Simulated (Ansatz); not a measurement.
## What LiPtF3 (built on the sites of a database entry of KPdF3) distorts into

Aim: this structure of LiPtF3 (built on the sites of a database entry of KPdF3) is to be tested for unstable modes, and one is followed downhill.

Main program and level: Ansatz 0.2.0; DFT LDA, scalar-relativistic, plane waves, PAW.

The structure was built from a prototype and need not be the compound's stable phase.

### 1. The structure

The structure is cubic, space group Pm-3m (No. 221). The conventional cell has a = 4.209 Å, b = 4.209 Å, c = 4.209 Å, α = 90.00°, β = 90.00°, γ = 90.00°. Li has 12 F at 2.98 Å nearest. Nearest to Pt lie 6 F at 2.10 Å. F has 2 Pt at 2.10 Å nearest. Farther neighbours and most contacts between anions are not listed.

### 2. The dispersion

The cell comes from relaxations at this level that are not shown. Stability and thermal properties need the whole zone. Linear response on a 4×4×4 q mesh gives force constants as far as a supercell of that size would.

Input file input.yaml:

```yaml
crystal:
  lattice:
    - [4.2088759491, 0.0, 0.0]
    - [0.0, 4.2088759491, 0.0]
    - [0.0, 0.0, 4.2088759491]
  atoms:
    - { symbol: Li, position: [0.5, 0.5, 0.5] }
    - { symbol: Pt, position: [0.0, 0.0, 0.0] }
    - { symbol: F, position: [0.0, 0.5, 0.0] }
    - { symbol: F, position: [0.0, 0.0, 0.5] }
    - { symbol: F, position: [0.5, 0.0, 0.0] }
kpoints:
  mp_grid: { grid: [8, 8, 8] }
hamiltonian:
  xc: lda
scf:
  occupations: { method: methfessel_paxton, width: 0.2 }
output:
  eigenvalues: true
phonons:
  method: dfpt
  qmesh: [4, 4, 4]
  temperatures: { t_max: 1000, t_step: 50 }
  qpath:
    path:
      - [[0.0, 0.0, 0.0], [0.0, 0.5, 0.0], [0.5, 0.5, 0.0], [0.0, 0.0, 0.0], [0.5, 0.5, 0.5], [0.0, 0.5, 0.0]]
      - [[0.5, 0.5, 0.5], [0.5, 0.5, 0.0]]
    npoints: 10
```

The run is started by

```
$ ansatz run input.yaml --threads 8 --pin off --max-ram 14336MiB --backend cpu --events-out ev --progress --plain --runs-dir out
```

Numbers of over 12 decimals in the logs are rounded to 6 here.

Log:

```text
Engine: ansatz 0.2.0, aarch64-unknown-linux-gnu
Pseudopotentials: kind: paw
Pseudopotential: Li, paw, valence charge 3, recommended cutoff 420 eV (normal), Li.paw.azcp
Pseudopotential: Pt, paw, valence charge 18, recommended cutoff 420 eV (normal), Pt.paw.azcp
Pseudopotential: F, paw, valence charge 7, recommended cutoff 420 eV (normal), F.paw.azcp
Functional definition: SPW92
  exchange = slater_x
  correlation = pw_c
Crystal: 5 atoms, lattice volume = 74.559 Å³
Basis set: ecut = 420 eV, 1419 PW (Γ), exchange–correlation on 60×60×60 points (8 copies of the dense FFT grid, shifted against one another)
Bands: 26, of which v1, the nominal top of the filled ones, is band 21 counted from 1 (20 counted from 0)
Symmetry: 48 space group operations
k-points: 35 of 512
Non-local potential: Li, projectors of the file, l = 0: 3, l = 1: 2, l = 2: 1
Non-local potential: Pt, projectors of the file, l = 0: 3, l = 1: 2, l = 2: 2, l = 3: 1
Non-local potential: F, projectors of the file, l = 0: 2, l = 1: 2, l = 2: 1
PAW form: soft (Blöchl's): semilocal exchange-correlation on the pseudo side does not see the compensation charge
PAW frozen core: Pt, regenerated for the run's functional, and the local potential with it (the file was generated under x = pbe(κ = 0.804, μ = 0.219515), c = pbe(β = 0.066725))
PAW frozen core: F, regenerated for the run's functional, and the local potential with it (the file was generated under x = pbe(κ = 0.804, μ = 0.219515), c = pbe(β = 0.066725))
PAW one-centre angular grid: Li, 110 points (default); XC on 64 Gauss nodes
PAW one-centre angular grid: Pt, 590 points (default); XC on 64 Gauss nodes
PAW one-centre angular grid: F, 110 points (default); XC on 64 Gauss nodes
Initial density: superposition of atomic densities (neutral atoms: chi_scale 0, normalization atom), corrected by the library's trained network
Initial wavefunctions: pseudopotential atomic-orbital guess
Functional: x = slater, c = lda
SCF iter   1: F=—  HF=-14825.586362 eV  |F-HF|=—  |Δ(HF+E_count)|=         —  Δρ=1.60e-2  dr2=1.33e-1  ethr=1.77e-3  ⟨swp⟩=5.1  Hψ=3408  notcnv=0
preconditioner: auto → none  [metal: Δε(μ)=0.050 eV  Ē_g=12.369 eV  σ=0.200 eV  W_gap=0.20  n_scr=18 (ndim 8)  ℏωp=24.3 eV  f_vac=0.284  D(μ)=0.78/eV (n_scr^D=0)  sad-step TF]
SCF iter   2: F=—  HF=-14825.549202 eV  |F-HF|=—  |Δ(HF+E_count)|=   3.72e-2  S|Δr|=    0.00e0  Δρ=3.99e-3  dr2=9.95e-3  ethr=3.17e-4  ⟨swp⟩=2.4  Hψ=1652  notcnv=0  defer=7
SCF iter   3: F=—  HF=-14825.547300 eV  |F-HF|=—  |Δ(HF+E_count)|=   1.90e-3  S|Δr|=    0.00e0  Δρ=2.49e-3  dr2=4.83e-3  ethr=2.37e-5  ⟨swp⟩=2.1  Hψ=1367  notcnv=0  defer=8
SCF iter   4: F=—  HF=-14825.546197 eV  |F-HF|=—  |Δ(HF+E_count)|=   1.10e-3  S|Δr|=    0.00e0  Δρ=1.06e-3  dr2=4.05e-4  ethr=1.15e-5  ⟨swp⟩=2.0  Hψ=1349  notcnv=0  defer=8
SCF iter   5: F=—  HF=-14825.546105 eV  |F-HF|=—  |Δ(HF+E_count)|=   9.20e-5  S|Δr|=    0.00e0  Δρ=1.96e-4  dr2=1.31e-5  ethr=9.65e-7  ⟨swp⟩=2.7  Hψ=1588  notcnv=0  defer=8
SCF iter   6: F=—  HF=-14825.546109 eV  |F-HF|=—  |Δ(HF+E_count)|=   3.75e-6  S|Δr|=    0.00e0  Δρ=1.61e-5  dr2=8.32e-8  ethr=3.12e-8  ⟨swp⟩=2.5  Hψ=1479  notcnv=0  defer=8
SCF iter   7: F=—  HF=-14825.546108 eV  |F-HF|=—  |Δ(HF+E_count)|=   1.25e-7  S|Δr|=    0.00e0  Δρ=1.18e-6  dr2=6.17e-10  ethr=1.98e-10  ⟨swp⟩=2.0  Hψ=1632  notcnv=0  defer=7
SCF iter   8: F=—  HF=-14825.546108 eV  |F-HF|=—  |Δ(HF+E_count)|=  5.78e-10  S|Δr|=    0.00e0  Δρ=1.64e-7  dr2=1.17e-11  ethr=1.47e-12  ⟨swp⟩=2.0  Hψ=1481  notcnv=0  defer=7
SCF iter   9: F=-14825.546108 eV  HF=-14825.546108 eV  |F-HF|=7.28e-12  |Δ(HF+E_count)|=  7.28e-12  S|Δr|=    0.00e0  Δρ=2.21e-8  dr2=1.98e-13  ethr=1.00e-12  ⟨swp⟩=6.3  Hψ=3486  notcnv=0
SCF 1 converged in 9 iterations: F = -14825.546108 eV  dr2 = 1.98e-13
  greatest PAW one-centre occupation: 1.000 electrons in one spin orbital (limit 2), on the Pt atom at site 1 (counted from 0), in its partial waves of l = 0
Initial density: read from a saved state, or passed on in memory by an earlier SCF of this step, an earlier step, the calling program or the single point that the run made first
iter 1 solved again at ethr=1.86e-7 eV; its pass at ethr=3.10e-3 eV (dr2=7.83e-5 eV) is discarded
SCF iter   1: F=—  HF=-14825.546115 eV  |F-HF|=—  |Δ(HF+E_count)|=         —  Δρ=6.54e-7  dr2=1.98e-10  ethr=1.86e-7  ⟨swp⟩=3.0  Hψ=5666  notcnv=0
eigensolver tolerance schedule: the retry pair's looser diagonalisation over-reported the residual by 395017.22 of it (diagonalisation noise at an unbounded share of the residual, at the tolerance the schedule requests for it); recorded, not acted on — ethr = c·dr2/N_el stays at c = 1.0e-1
preconditioner: auto → none  [metal: Δε(μ)=0.050 eV  Ē_g=12.517 eV  σ=0.200 eV  W_gap=0.21  n_scr=18 (ndim 8)  ℏωp=24.3 eV  f_vac=0.275  D(μ)=0.74/eV (n_scr^D=0)]
SCF iter   2: F=—  HF=-14825.546108 eV  |F-HF|=—  |Δ(HF+E_count)|=   6.76e-6  S|Δr|=    0.00e0  Δρ=6.92e-7  dr2=2.42e-10  ethr=1.00e-12  ⟨swp⟩=3.1  Hψ=2237  notcnv=0
SCF iter   3: F=—  HF=-14825.546108 eV  |F-HF|=—  |Δ(HF+E_count)|=  6.91e-11  S|Δr|=    0.00e0  Δρ=2.81e-7  dr2=3.91e-11  ethr=1.00e-12  ⟨swp⟩=1.9  Hψ=1233  notcnv=0
SCF iter   4: F=—  HF=-14825.546108 eV  |F-HF|=—  |Δ(HF+E_count)|=  1.09e-11  S|Δr|=    0.00e0  Δρ=1.99e-7  dr2=1.86e-11  ethr=1.00e-12  ⟨swp⟩=1.0  Hψ=910  notcnv=0
SCF iter   5: F=—  HF=-14825.546108 eV  |F-HF|=—  |Δ(HF+E_count)|=    0.00e0  S|Δr|=    0.00e0  Δρ=1.54e-7  dr2=1.11e-11  ethr=1.00e-12  ⟨swp⟩=2.0  Hψ=1502  notcnv=0
SCF iter   6: F=-14825.546108 eV  HF=-14825.546108 eV  |F-HF|=3.64e-12  |Δ(HF+E_count)|=  7.28e-12  S|Δr|=    0.00e0  Δρ=5.07e-8  dr2=1.17e-12  ethr=1.00e-12  ⟨swp⟩=2.0  Hψ=1787  notcnv=0
SCF 2 converged in 6 iterations: F = -14825.546108 eV  dr2 = 1.17e-12
phonons: the bands overlap, so this run is a metal and interpolates without the dipole-dipole term. If the crystal is really an insulator or semiconductor, its LO-TO splitting is missing
NSCF: frozen V_eff on 35 k-points
NSCF: frozen V_eff on 125 k-points
DFPT response loops at q = (0, 0, 0) (fractional): preconditioner auto → none (partly filled bands, converged f_vac=0.275); β = 0.50; Broyden in place of MSR1
NSCF: frozen V_eff on 400 k-points
DFPT response loops at q = (0, 0, 0.25) (fractional): mixed as the last ones told, above
NSCF: frozen V_eff on 250 k-points
DFPT response loops at q = (0, 0, -0.5) (fractional): mixed as the last ones told, above
NSCF: frozen V_eff on 640 k-points
DFPT response loops at q = (0, 0.25, 0.25) (fractional): mixed as the last ones told, above
NSCF: frozen V_eff on 400 k-points
DFPT response loops at q = (0, 0.25, -0.5) (fractional): mixed as the last ones told, above
NSCF: frozen V_eff on 250 k-points
DFPT response loops at q = (0, -0.5, -0.5) (fractional): mixed as the last ones told, above
NSCF: frozen V_eff on 1024 k-points
DFPT response loops at q = (0.25, 0.25, 0.25) (fractional): mixed as the last ones told, above
NSCF: frozen V_eff on 640 k-points
DFPT response loops at q = (0.25, 0.25, -0.5) (fractional): mixed as the last ones told, above
NSCF: frozen V_eff on 400 k-points
DFPT response loops at q = (0.25, -0.5, -0.5) (fractional): mixed as the last ones told, above
NSCF: frozen V_eff on 250 k-points
DFPT response loops at q = (-0.5, -0.5, -0.5) (fractional): mixed as the last ones told, above
SCF converged after 9 iterations
Stability not checked: this state was not tested for a lower state beside it, because cold or Methfessel-Paxton smearing, or corrected tetrahedra, fill the levels in a way that the test cannot read (fill_not_monotonic; see scf.lower_state_search)
Free energy (F): -14825.546108 eV
Harris-Foulkes:  -14825.546108 eV  (|F-HF|=7.28e-12)
Internal energy: -14825.547969 eV  (E = F + TS)
E sigma→0 (E₀):  -14825.546574 eV
Entropy (-TS):   0.001861 eV (0.372 meV/atom)
Fermi energy:    6.382456 eV
--- Per-component energies (eV) ---
  E_band       = -613.805985
  E_kinetic    = 1272.099590
  E_local      = -5277.141089  (includes V_loc(G=0)·N_el)
  E_nonlocal   = 405.061196
  E_hartree    = 2053.278229
  E_xc         = -500.831064
  E_vxc        = -614.060371  (∫ρ·V_xc dr)
  E_paw        = -9758.375330  (= ΣΔE_a)
  E_vpaw       = -506.327930  (= ΣTr[D̂ρ^β])
  E_aug_tail   = 0.006159  (compensation charges beyond the density's cutoff)
  E_ewald      = -3020.449283
  E_core_change = 0.803625  (= ΣΔE_core)
  E_smearing   = 0.001861  (= −TS)
  E_closure    = 0.000000  (closes the sum)
  Σ components = -14825.546108   (vs F -14825.546108, Δ=0.00e0)
--- Band table (eV; the first three rows and the last of 35) ---
  k-point 0: bands = [... 17 lower, 3.7755, 3.7755, 3.7755, 4.8811, 4.8811, 6.1481, 11.4932, 13.2093, ... 1 higher]
  k-point 1: bands = [... 17 lower, 3.7787, 3.9538, 3.9538, 4.8830, 5.2248, 6.4201, 11.4871, 12.6457, ... 1 higher]
  k-point 2: bands = [... 17 lower, 3.7866, 4.3439, 4.3439, 4.8874, 5.6857, 7.2690, 11.0356, 12.4420, ... 1 higher]
  k-point 34: bands = [... 17 lower, 5.4606, 5.4606, 5.4606, 8.4248, 8.4248, 10.6100, 11.9914, 11.9914, ... 1 higher]
--- Phonons (Γ-DFPT): 4 representative perturbations + reference (Σ response iterations 13) ---
  ASR residual: 1.809e-5 → 0.000e0 eV/Å²; symmetrization residual: 1.114e-6 eV/Å²
  ASR residual per site (eV/Å²): 6.81e-8 1.81e-5 1.69e-5 1.69e-5 1.69e-5
  Γ frequencies (cm⁻¹): -219.85 -219.85 -219.85 0.00 0.00 0.00 77.88 77.88 77.88 139.39 139.39 139.39 509.88 509.88 509.88
--- Phonons (arbitrary-q DFPT): 10 irreducible q on the 4×4×4 mesh ---
  q = [0.0000, 0.0000, 0.0000] (star 1, of the zone-centre solve; hermiticity 1.12e-7, symmetrization 7.46e-13): -219.85 -219.85 -219.85 -0.00 -0.00 0.00 77.88 77.88 77.88 139.39 139.39 139.39 509.88 509.88 509.88
  q = [0.0000, 0.0000, 0.2500] (star 6, 9 solved perturbations in 1560 linear systems a pass and spin channel, the states on 200 of 512 k-point pairs; hermiticity 1.68e-7, symmetrization 1.49e-13): -215.81 -215.81 -161.23 -32.96 -32.96 47.30 47.30 81.93 83.06 120.69 120.69 157.81 395.26 509.67 509.67
  q = [0.0000, 0.0000, -0.5000] (star 3, 9 solved perturbations in 975 linear systems a pass and spin channel, the states on 125 of 512 k-point pairs; hermiticity 2.22e-7, symmetrization 3.30e-13): -213.06 -213.06 -77.42 -77.42 -18.66 -18.66 18.55 82.71 90.08 98.24 98.24 202.36 232.45 509.30 509.30
  q = [0.0000, 0.2500, 0.2500] (star 12, 9 solved perturbations in 2460 linear systems a pass and spin channel, the states on 320 of 512 k-point pairs; hermiticity 1.43e-7, symmetrization 4.10e-14): -210.69 -204.33 -159.46 -61.11 -49.14 -45.76 47.95 71.07 86.78 99.85 158.49 163.83 350.61 424.26 509.49
  q = [0.0000, 0.2500, -0.5000] (star 12, 15 solved perturbations on 200 of 512 k-point pairs; hermiticity 2.04e-7, symmetrization 6.35e-13): -205.96 -199.66 -153.92 -103.61 -96.04 -67.16 46.87 65.67 76.98 112.22 169.02 206.05 211.40 401.06 509.14
  q = [0.0000, -0.5000, -0.5000] (star 3, 9 solved perturbations in 975 linear systems a pass and spin channel, the states on 125 of 512 k-point pairs; hermiticity 2.30e-7, symmetrization 3.39e-14): -196.73 -186.72 -186.72 -134.19 -114.91 -114.91 -46.99 58.96 123.62 123.62 175.41 212.42 212.42 282.65 508.76
  q = [0.2500, 0.2500, 0.2500] (star 8, 4 solved perturbations in 1376 linear systems a pass and spin channel, the states on 512 of 512 k-point pairs; hermiticity 1.17e-7, symmetrization 3.65e-13): -210.84 -210.84 -160.01 -72.76 -72.76 -65.25 21.17 79.91 79.91 148.07 148.07 166.28 350.53 350.53 447.06
  q = [0.2500, 0.2500, -0.5000] (star 12, 9 solved perturbations in 2460 linear systems a pass and spin channel, the states on 320 of 512 k-point pairs; hermiticity 1.47e-7, symmetrization 2.83e-13): -217.80 -194.71 -187.23 -117.21 -104.86 -76.99 71.14 87.13 109.20 116.59 164.86 201.43 202.76 343.78 437.45
  q = [0.2500, -0.5000, -0.5000] (star 6, 9 solved perturbations in 1560 linear systems a pass and spin channel, the states on 200 of 512 k-point pairs; hermiticity 1.70e-7, symmetrization 1.60e-13): -214.32 -208.76 -208.76 -134.43 -114.22 -114.22 92.46 99.89 126.46 126.46 160.79 199.57 199.57 234.77 417.97
  q = [-0.5000, -0.5000, -0.5000] (star 1, 4 solved perturbations in 350 linear systems a pass and spin channel, the states on 125 of 512 k-point pairs; hermiticity 1.12e-8, symmetrization 4.60e-13): -225.36 -225.36 -225.36 -134.68 -134.68 -134.68 140.51 140.51 140.51 163.83 163.83 179.39 179.39 179.39 365.70
  sum rule: each row above includes the acoustic sum rule's correction from the zone centre's row sums; it moved no ω² by more than (0.49 cm⁻¹)²
  mesh force constants: q→R imaginary residual 3.25e-19; ASR residual 1.809e-5 → 0.000e0 eV/Å²; symmetrization residual 1.066e-14 eV/Å²
  interpolated dispersion: 62 rows × 15 modes
  density of states and harmonic sums: on the 16×16×16 q-mesh, interpolated from the force constants of a 4×4×4 supercell (no non-analytic term)
  largest difference from the sums on the solved wave vectors: F 3.49e-2 eV, S 4.46e-5 and C_V 9.70e-6 eV/K
  zero-point energy: 0.112999 eV/cell   skipped modes (ω ≤ 0): 959, of them read as no rigid motion or as one in doubt: 956 (5.840e0 modes/cell left out, lowest -225.36 cm⁻¹)   left out of the sums: 3.89e-1 of the cell's modes: C_V's classical limit lies that fraction below 3 k_B per atom; for a crystal, a wire or a layer, F and S can be off by more, and a phonons.interpolated_qmesh denser along its periods is the remedy for the sampling
```

Elapsed: 11 min, on 8 threads of Arm Neoverse N1, shared host; peak memory 2.3 GiB.

In the SCF lines HF is the Harris–Foulkes energy and dr2 the Hartree energy of the density residual, in eV; the loop may stop once dr2 is under the threshold and the program's other checks hold. Hψ counts applications of the Hamiltonian.

Numbers from this step:

* volume per atom: 14.91 Å³
* gap on the k-mesh: 0 eV
* sum-rule residual before enforcement: 1.81e-5 eV/Å²
* lowest frequency on the path: -225.4 cm⁻¹
* point group: m-3m
* highest frequency on the path or at a solved wavevector: 509.9 cm⁻¹
* highest optical mode at the zone centre (no LO-TO term): 509.9 cm⁻¹
* lowest optical zone-centre mode: -219.8 cm⁻¹
* lowest mode on the q mesh (acoustic modes at Γ apart): -225.4 cm⁻¹

Frequencies (cm⁻¹) solved at each irreducible wavevector; negative means imaginary. Frequencies by wavevector, by row:

```
q in reciprocal lattice units  star  mode 1  mode 2  mode 3  mode 4  mode 13  mode 14  mode 15
                        0 0 0     1  -219.8  -219.8  -219.8       0    509.9    509.9    509.9
                     0 0 0.25     6  -215.8  -215.8  -161.2     -33    395.3    509.7    509.7
                     0 0 -0.5     3  -213.1  -213.1   -77.4   -77.4    232.4    509.3    509.3
                  0 0.25 0.25    12  -210.7  -204.3  -159.5   -61.1    350.6    424.3    509.5
                  0 0.25 -0.5    12    -206  -199.7  -153.9  -103.6    211.4    401.1    509.1
                  0 -0.5 -0.5     3  -196.7  -186.7  -186.7  -134.2    212.4    282.6    508.8
               0.25 0.25 0.25     8  -210.8  -210.8    -160   -72.8    350.5    350.5    447.1
               0.25 0.25 -0.5    12  -217.8  -194.7  -187.2  -117.2    202.8    343.8    437.4
               0.25 -0.5 -0.5     6  -214.3  -208.8  -208.8  -134.4    199.6    234.8      418
               -0.5 -0.5 -0.5     1  -225.4  -225.4  -225.4  -134.7    179.4    179.4    365.7
```

Interpolated from a 4×4×4 q mesh. The phonon branches at the labelled points (cm⁻¹):

```
    point  branch 1  branch 2  branch 3  branch 4  branch 12  branch 13  branch 14  branch 15
        Γ      -220      -220      -220         0        139        510        510        510
  halfway      -216      -216      -161       -33        158        395        510        510
        X      -213      -213       -77       -77        202        232        509        509
  halfway      -206      -200      -154      -104        206        211        401        509
        M      -197      -187      -187      -134        212        212        283        509
  halfway      -211      -204      -160       -61        164        351        424        510
        Γ      -220      -220      -220         0        139        510        510        510
  halfway      -211      -211      -160       -73        166        350        350        447
        R      -225      -225      -225      -135        179        179        179        366
  halfway      -218      -195      -187      -117        201        203        344        438
        X      -213      -213       -77       -77        202        232        509        509
jump to R      -225      -225      -225      -135        179        179        179        366
  halfway      -214      -209      -209      -134        200        200        235        418
        M      -197      -187      -187      -134        212        212        283        509
```

Symmetry leaves 10 wavevectors to solve. The lowest mode among them, the acoustic zeros apart, lies at q = (-0.5, -0.5, -0.5) and is imaginary, 225.4i cm⁻¹, so the energy falls along it.

### 3. The mode frozen in, largest atomic shift 0 Å

The mode followed lies at Γ with frequency 219.9i cm⁻¹ and is 3-fold degenerate, one of the unstable modes though not the softest. At small amplitude the distorted cell has space group no. 38 by a symmetry search on the positions. The undistorted cell that holds it gives the zero of energy on the same k mesh.

input.yaml, the sections that differ from step 2:

```yaml
output:
  forces: true
  stress: true
  eigenvalues: true
# crystal, kpoints, hamiltonian, scf: as in step 2
# phonons: removed
```

Log:

```text
[...]
Crystal: 5 atoms, lattice volume = 74.559 Å³
Basis set: ecut = 420 eV, 1419 PW (Γ)
Bands: 26, of which v1, the nominal top of the filled ones, is band 21 counted from 1 (20 counted from 0)
Symmetry: 48 space group operations
[...]
k-points: 35 of 512
[...]
k-point 0: bands = [... 17 lower, 3.7755, 3.7755, 3.7755, 4.8811, 4.8811, 6.1481, 11.4933, 13.2093, ... 1 higher]
  k-point 1: bands = [... 17 lower, 3.7787, 3.9538, 3.9538, 4.8830, 5.2248, 6.4201, 11.4871, 12.6458, ... 1 higher]
  k-point 2: bands = [... 17 lower, 3.7866, 4.3439, 4.3439, 4.8874, 5.6857, 7.2690, 11.0356, 12.4420, ... 1 higher]
  k-point 34: bands = [... 17 lower, 5.4606, 5.4606, 5.4606, 8.4248, 8.4248, 10.6100, 11.9915, 11.9915, ... 1 higher]
[key lines of the parts left out:]
SCF converged after 7 iterations
Free energy (F): -14825.546105 eV
Fermi energy:    6.382462 eV
P = ⅓ Tr σ = -0.0033 GPa (-0.033 kbar)
```

Wall time 1.2 s (8 threads); peak memory 0.42 GiB; 6.9 s of CPU time.

Numbers from this step:

```
pressure                         : -0.003253 GPa
energy from the undistorted cell : 0 meV/atom
```

The run ends at a pressure of 0.00 GPa.

(Part 1 of 3 ends here.)

[Logs are printed without paths, hosts, clocks, repeated set-up lines and the standing remarks that a program may print on its own settings, such as how far it seeks lower states.]

[Hosts, paths, dates, database ids (printed as entryN), source tags and the programs' standing remarks are cut or masked in the printed files.]
